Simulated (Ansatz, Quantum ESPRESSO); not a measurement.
# Be3Bi (Pm-3m): zone-centre phonons, part 2 of 3

Wanted: the vibrations of Be3Bi (Pm-3m) at Γ, by two programs.

Quantum ESPRESSO 7.5; DFT LDA, scalar-relativistic, plane waves, PseudoDojo norm-conserving pseudopotentials.

So far. Step 2 (A probe with smearing): No gap opens on this mesh, so smearing is kept; the start stands at 5.6 GPa. Step 4 (Self-consistent run for the response): The cell stands at -0.014 GPa, close enough for phonons. The relaxed cell has a = 3.839 Å (conventional setting).

The structure was built from a prototype and need not be the compound's stable phase.

### 5. Zone-centre response

At q = 0 one unit cell holds all displacements; symmetry groups them into irreducible representations that are solved one by one. With smeared occupations no response to a homogeneous field can be asked.

File ph.in:

```
phonons
 &inputph
    prefix='x',
    outdir='./tmp',
    fildyn='g.dyn',
    tr2_ph=1.0d-18,
    alpha_mix(1)=0.4,
    nmix_ph=8,
 /
0.000000000000 0.000000000000 0.000000000000
```

Command:

```console
> OMP_NUM_THREADS=1 mpirun -n 4 ph.x -nk 4 -in ph.in > ph.out
```

Output:

```text
[banners, grids, parts of the stress and lines that vanish by symmetry left out]
[banner, memory and clock lines left out]
Program PHONON v.7.5

     ./tmp/x.save/

     IMPORTANT: XC functional enforced from input :
     Exchange-correlation= PW
                           (   1   4   0   0   0   0   0)
     Any further DFT definition will be discarded
     Please, verify this is what you really want

     G-vector sticks info

     Reading collected, re-writing distributed wavefunctions in ./tmp/

     Number and degeneracy of irreps per q-point
       N         xq(1)         xq(2)         xq(3)   N irreps
       1   0.000000000   0.000000000   0.000000000       4
        3   3   3   3

     Calculation of q =    0.0000000   0.0000000   0.0000000

     phonons

     bravais-lattice index     =            1
     lattice parameter (alat)  =       7.2539  a.u.
     unit-cell volume          =     381.6905 (a.u.)^3
     number of atoms/cell      =            4
     number of atomic types    =            2
     kinetic-energy cut-off    =      88.0000  Ry
     charge density cut-off    =     352.0000  Ry
     convergence threshold     =      1.0E-18
     beta                      =       0.4000
     number of iterations used =            8
     Exchange-correlation= PW
                           (   1   4   0   0   0   0   0)

     celldm(1)=    7.25388  celldm(2)=    0.00000  celldm(3)=    0.00000
     celldm(4)=    0.00000  celldm(5)=    0.00000  celldm(6)=    0.00000

     crystal axes: (cart. coord. in units of alat)
               a(1) = (  1.0000  0.0000  0.0000 )
               a(2) = (  0.0000  1.0000  0.0000 )
               a(3) = (  0.0000  0.0000  1.0000 )

     reciprocal axes: (cart. coord. in units 2 pi/alat)
               b(1) = (  1.0000  0.0000  0.0000 )
               b(2) = (  0.0000  1.0000  0.0000 )
               b(3) = (  0.0000  0.0000  1.0000 )

     Atoms inside the unit cell:

     Cartesian axes

     site n.  atom      mass           positions (alat units)
        1  Bi    208.9804   tau(    1) = (    0.00000    0.00000    0.00000  )
        2  Be      9.0122   tau(    2) = (    0.00000    0.50000    0.50000  )
        3  Be      9.0122   tau(    3) = (    0.50000    0.00000    0.50000  )
        4  Be      9.0122   tau(    4) = (    0.50000    0.50000    0.00000  )

     Computing dynamical matrix for
                    q = (   0.0000000   0.0000000   0.0000000 )

     49 Sym.Ops. (with q -> -q+G )

     G cutoff =  469.1630  (  42691 G-vectors)     FFT grid: ( 45, 45, 45)

     number of k points=    35  Marzari-Vanderbilt smearing, width (Ry)=  0.0200
                       cart. coord. in units 2pi/alat
        k(    1) = (   0.0000000   0.0000000   0.0000000), wk =   0.0039062
        k(    2) = (   0.0000000   0.0000000   0.1250000), wk =   0.0234375
        k(    3) = (   0.0000000   0.0000000   0.2500000), wk =   0.0234375
        [... further k-points left out ...]

     PseudoPot. # 1 for Bi read from file:
     ./pseudo/Bi.upf
     Pseudo is Norm-conserving + core correction, Zval = 15.0
     Using radial grid of 1454 points,  6 beta functions with:
                l(1) =   0
                l(2) =   0
                l(3) =   1
                l(4) =   1
                l(5) =   2
                l(6) =   2

     PseudoPot. # 2 for Be read from file:
     ./pseudo/Be.upf
     Pseudo is Norm-conserving, Zval =  4.0
     Using radial grid of 1358 points,  4 beta functions with:
                l(1) =   0
                l(2) =   0
                l(3) =   1
                l(4) =   1

     Mode symmetry, O_h (m-3m)  point group:

     Atomic displacements:
     There are    4 irreducible representations

     Representation     1      3 modes -  To be done

     Representation     2      3 modes -  To be done

     Representation     3      3 modes -  To be done

     Representation     4      3 modes -  To be done

     Alpha used in Ewald sum =   2.8000

     Representation #   1 modes #   1   2   3

     Self-consistent Calculation
      iter #   1   av.it.:   6.8
      thresh= 1.000E-02 alpha_mix =  0.400 |ddv_scf|^2 =  3.096E-07
      iter #   2   av.it.:  13.6
      thresh= 5.564E-05 alpha_mix =  0.400 |ddv_scf|^2 =  1.434E-08
      iter #   3   av.it.:  14.1
      thresh= 1.197E-05 alpha_mix =  0.400 |ddv_scf|^2 =  2.005E-09
      iter #   4   av.it.:  14.4
      thresh= 4.478E-06 alpha_mix =  0.400 |ddv_scf|^2 =  1.280E-10
      iter #   5   av.it.:  14.5
      thresh= 1.131E-06 alpha_mix =  0.400 |ddv_scf|^2 =  1.133E-12
      iter #   6   av.it.:  14.6
      thresh= 1.064E-07 alpha_mix =  0.400 |ddv_scf|^2 =  2.177E-14
      iter #   7   av.it.:  14.3
      thresh= 1.475E-08 alpha_mix =  0.400 |ddv_scf|^2 =  3.008E-15
      iter #   8   av.it.:  14.9
      thresh= 5.485E-09 alpha_mix =  0.400 |ddv_scf|^2 =  2.014E-17
      iter #   9   av.it.:  15.1
      thresh= 4.488E-10 alpha_mix =  0.400 |ddv_scf|^2 =  3.092E-19

     End of self-consistent calculation

     Convergence has been achieved

     Representation #   2 modes #   4   5   6

     Self-consistent Calculation
      iter #   1   av.it.:   5.8
      thresh= 1.000E-02 alpha_mix =  0.400 |ddv_scf|^2 =  1.183E-07
      iter #   2   av.it.:  13.0
      thresh= 3.440E-05 alpha_mix =  0.400 |ddv_scf|^2 =  1.495E-08
      iter #   3   av.it.:  13.6
      thresh= 1.223E-05 alpha_mix =  0.400 |ddv_scf|^2 =  1.441E-09
      iter #   4   av.it.:  13.6
      thresh= 3.796E-06 alpha_mix =  0.400 |ddv_scf|^2 =  7.061E-11
      iter #   5   av.it.:  14.2
      thresh= 8.403E-07 alpha_mix =  0.400 |ddv_scf|^2 =  2.700E-12
[...]
End of self-consistent calculation

     Convergence has been achieved

     Representation #   3 modes #   7   8   9

     Self-consistent Calculation
[...]
End of self-consistent calculation

     Convergence has been achieved

     Representation #   4 modes #  10  11  12

     Self-consistent Calculation
[...]
iter #   2   av.it.:  13.2
      thresh= 2.851E-05 alpha_mix =  0.400 |ddv_scf|^2 =  1.632E-08
      iter #   3   av.it.:  14.2
      thresh= 1.277E-05 alpha_mix =  0.400 |ddv_scf|^2 =  3.120E-10
      iter #   4   av.it.:  14.6
      thresh= 1.766E-06 alpha_mix =  0.400 |ddv_scf|^2 =  5.418E-13
      iter #   5   av.it.:  14.2
      thresh= 7.361E-08 alpha_mix =  0.400 |ddv_scf|^2 =  1.553E-13
      iter #   6   av.it.:  14.8
      thresh= 3.940E-08 alpha_mix =  0.400 |ddv_scf|^2 =  7.455E-16
      iter #   7   av.it.:  15.5
      thresh= 2.730E-09 alpha_mix =  0.400 |ddv_scf|^2 =  2.045E-18
      iter #   8   av.it.:  15.4
      thresh= 1.430E-10 alpha_mix =  0.400 |ddv_scf|^2 =  9.919E-20

     End of self-consistent calculation

     Convergence has been achieved

     Number of q in the star =    1
     List of q in the star:
          1   0.000000000   0.000000000   0.000000000

     Diagonalizing the dynamical matrix

     q = (    0.000000000   0.000000000   0.000000000 )

 **************************************************************************
     freq (    1) =      -8.019823 [THz] =    -267.512505 [cm-1]
     freq (    2) =      -8.019823 [THz] =    -267.512505 [cm-1]
     freq (    3) =      -8.019823 [THz] =    -267.512505 [cm-1]
     freq (    4) =       0.034164 [THz] =       1.139590 [cm-1]
     freq (    5) =       0.034164 [THz] =       1.139590 [cm-1]
     freq (    6) =       0.034164 [THz] =       1.139590 [cm-1]
     freq (    7) =       6.176882 [THz] =     206.038612 [cm-1]
     freq (    8) =       6.176882 [THz] =     206.038612 [cm-1]
     freq (    9) =       6.176882 [THz] =     206.038612 [cm-1]
     freq (   10) =       8.874403 [THz] =     296.018215 [cm-1]
     freq (   11) =       8.874403 [THz] =     296.018215 [cm-1]
     freq (   12) =       8.874403 [THz] =     296.018215 [cm-1]
 **************************************************************************

     Mode symmetry, O_h (m-3m)  point group:

     freq (   1-   3) =       -267.5  [cm-1]   --> T_1u G_15  G_4- I
     freq (   4-   6) =          1.1  [cm-1]   --> T_1u G_15  G_4- I
     freq (   7-   9) =        206.0  [cm-1]   --> T_2u G_25  G_5-
     freq (  10-  12) =        296.0  [cm-1]   --> T_1u G_15  G_4- I
```

It took 6.2 min on 4 MPI ranks of Arm Neoverse V2, shared host.

This step gave:

| Quantity | Value |
| --- | --- |
| largest acoustic frequency at the zone centre before the sum rule | 1.14 cm⁻¹ |
| highest optical zone-centre mode (no LO-TO term) | 296.0 cm⁻¹ |
| lowest optical zone-centre mode | -267.5 cm⁻¹ |

The acoustic modes at Γ come out as far as 1.1 cm⁻¹ from zero, where they should vanish, a small numerical error. The lowest optical mode is imaginary, 268i cm⁻¹, an instability at this level and on this k mesh.

### 6. Zone-centre analysis

A rigid shift of the crystal must cost nothing, but grids and finite bases break this; the acoustic sum rule is imposed before the matrix is diagonalised again.

File dynmat.in:

```
 &input
    fildyn='g.dyn',
    asr='simple',
    fileig='dynmat.eig',
 /
```

Command:

```console
> dynmat.x -in dynmat.in > dynmat.out
```

Output:

```text
[banner, memory and clock lines left out]
Program DYNMAT v.7.5

     Reading Dynamical Matrix from file g.dyn
     ...Force constants read
     ...epsilon and Z* not read (not found on file)
     A direction for q was not specified:TO-LO splitting will be absent

     Polarizability (A^3 units)
     multiply by 1.000000 for Clausius-Mossotti correction
         0.000000    0.000000    0.000000
         0.000000    0.000000    0.000000
         0.000000    0.000000    0.000000

     IR activities are in (D/A)^2/amu units

# mode   [cm-1]    [THz]      IR
    1   -267.49   -8.0190    0.0000
    2   -267.49   -8.0190    0.0000
    3   -267.49   -8.0190    0.0000
    4      0.00    0.0000    0.0000
    5      0.00    0.0000    0.0000
    6      0.00    0.0000    0.0000
    7    206.04    6.1768    0.0000
    8    206.04    6.1768    0.0000
    9    206.04    6.1768    0.0000
   10    296.02    8.8743    0.0000
   11    296.02    8.8743    0.0000
   12    296.02    8.8743    0.0000

[end of the log left out, with the tail of the file of modes that dynmat.x writes under the same name]
```

Wall time 0.52 s (1 thread).

Unit eigenvectors of the mass-weighted matrix after the sum rule; no LO-TO term. Modes at Γ, with each element's share of the kinetic energy (negative means imaginary):

```
mode  frequency (cm⁻¹)  Bi %  Be %
   1            -267.5     3    97
   2            -267.5     3    97
   3            -267.5     3    97
   4               0.0    89    11
   5               0.0    89    11
   6               0.0    89    11
   7             206.0     0   100
   8             206.0     0   100
   9             206.0     0   100
  10             296.0     9    91
  11             296.0     9    91
  12             296.0     9    91
```

Displacements in mode 3 (-267.5 cm⁻¹), the largest set to 1:
```
Bi1  0.00  0.00 -0.03
Be2  0.00  0.00 -0.10
Be3  0.00  0.00 -0.10
Be4  0.00  0.00  1.00
```

Displacements in mode 7 (206.0 cm⁻¹), the largest set to 1:
```
Bi1  0.00  0.00  0.00
Be2  0.00  0.24  0.16
Be3  1.00  0.00 -0.16
Be4 -1.00 -0.24  0.00
```

The rule moves no optical mode by more than 0.1 cm⁻¹.

### 7. Sum rules set otherwise (asr crystal)

The rule can be imposed in more than one way; the choices should agree where the raw error is small.

File dynmat.in:

```
 &input
    fildyn='g.dyn',
    asr='crystal',
    fileig='dynmat.eig',
 /
```

Command:

```console
> dynmat.x -in dynmat.in > dynmat.out
```

Output:

```text
[banner, memory and clock lines left out]
Program DYNMAT v.7.5

     Reading Dynamical Matrix from file g.dyn
     ...Force constants read
     ...epsilon and Z* not read (not found on file)
     Acoustic Sum Rule: || Z*(ASR) - Z*(orig)|| =    0.000000E+00
     Acoustic Sum Rule: ||dyn(ASR) - dyn(orig)||=    3.915965E-05
     A direction for q was not specified:TO-LO splitting will be absent

     Polarizability (A^3 units)
     multiply by 1.000000 for Clausius-Mossotti correction
         0.000000    0.000000    0.000000
         0.000000    0.000000    0.000000
         0.000000    0.000000    0.000000

     IR activities are in (D/A)^2/amu units

# mode   [cm-1]    [THz]      IR
    1   -267.50   -8.0194    0.0000
    2   -267.50   -8.0194    0.0000
    3   -267.50   -8.0194    0.0000
    4     -0.00   -0.0000    0.0000
    5      0.00    0.0000    0.0000
    6      0.00    0.0000    0.0000
    7    206.04    6.1769    0.0000
    8    206.04    6.1769    0.0000
    9    206.04    6.1769    0.0000
   10    296.03    8.8747    0.0000
   11    296.03    8.8747    0.0000
   12    296.03    8.8747    0.0000

   )
[end of the log left out, with the tail of the file of modes that dynmat.x writes under the same name]
```

Elapsed: 0.52 s, on 1 thread.

Zone-centre frequencies as printed; negative means imaginary. Modes:

```
mode  frequency (cm⁻¹)
   1            -267.5
   2            -267.5
   3            -267.5
   4                 0
   5                 0
   6                 0
   7               206
   8               206
   9               206
  10               296
  11               296
  12               296
```

Against the first rule no mode moves by more than 0.1 cm⁻¹.

### 8. Sum rules set otherwise: a sum rule for molecules or wires on a crystal

This rule also removes rotations, which suits wires and not a crystal; it is tried to see the harm.

File dynmat.in:

```
 &input
    fildyn='g.dyn',
    asr='one-dim',
    fileig='dynmat.eig',
 /
```

Command:

```console
> dynmat.x -in dynmat.in > dynmat.out
```

Output:

```text
[banner, memory and clock lines left out]
Program DYNMAT v.7.5

     Reading Dynamical Matrix from file g.dyn
     ...Force constants read
     ...epsilon and Z* not read (not found on file)
asr rotation axis in 1D system=    3
     Acoustic Sum Rule: || Z*(ASR) - Z*(orig)|| =    0.000000E+00
     Acoustic Sum Rule: ||dyn(ASR) - dyn(orig)||=    1.024324E-01
     A direction for q was not specified:TO-LO splitting will be absent

     Polarizability (A^3 units)
     multiply by 1.000000 for Clausius-Mossotti correction
         0.000000    0.000000    0.000000
         0.000000    0.000000    0.000000
         0.000000    0.000000    0.000000

     IR activities are in (D/A)^2/amu units

# mode   [cm-1]    [THz]      IR
    1   -267.50   -8.0194    0.0000
    2   -267.50   -8.0194    0.0000
    3   -186.46   -5.5899    0.0000
    4     -0.00   -0.0000    0.0000
    5      0.00    0.0000    0.0000
    6      0.00    0.0000    0.0000
    7      0.00    0.0000    0.0000
    8    206.04    6.1769    0.0000
    9    206.04    6.1769    0.0000
   10    296.03    8.8747    0.0000
   11    296.03    8.8747    0.0000
   12    342.22   10.2594    0.0000

[end of the log left out, with the tail of the file of modes that dynmat.x writes under the same name]
```

Run time: 0.51 s. Hardware: 1 thread.

The run ended normally, but on settings that are not sound.

The fault: a sum rule for molecules or wires on a crystal; 1 optical mode is projected out to zero frequency, as if it were a rotation.

For a crystal the rule has to be 'simple' or 'crystal'.

Zone-centre frequencies as printed; negative means imaginary. Modes:

```
mode  frequency (cm⁻¹)
   1            -267.5
   2            -267.5
   3            -186.5
   4                 0
   5                 0
   6                 0
   7                 0
   8               206
   9               206
  10               296
  11               296
  12             342.2
```

(Continued in part 3 of 3.)

[Host names and launcher messages were left out of these logs when they were recorded.]

[Logs are printed without paths, hosts, clocks, repeated set-up lines and the standing remarks that a program may print on its own settings, such as how far it seeks lower states.]

[Hosts, paths, dates, database ids (printed as entryN), source tags and the programs' standing remarks are cut or masked in the printed files.]
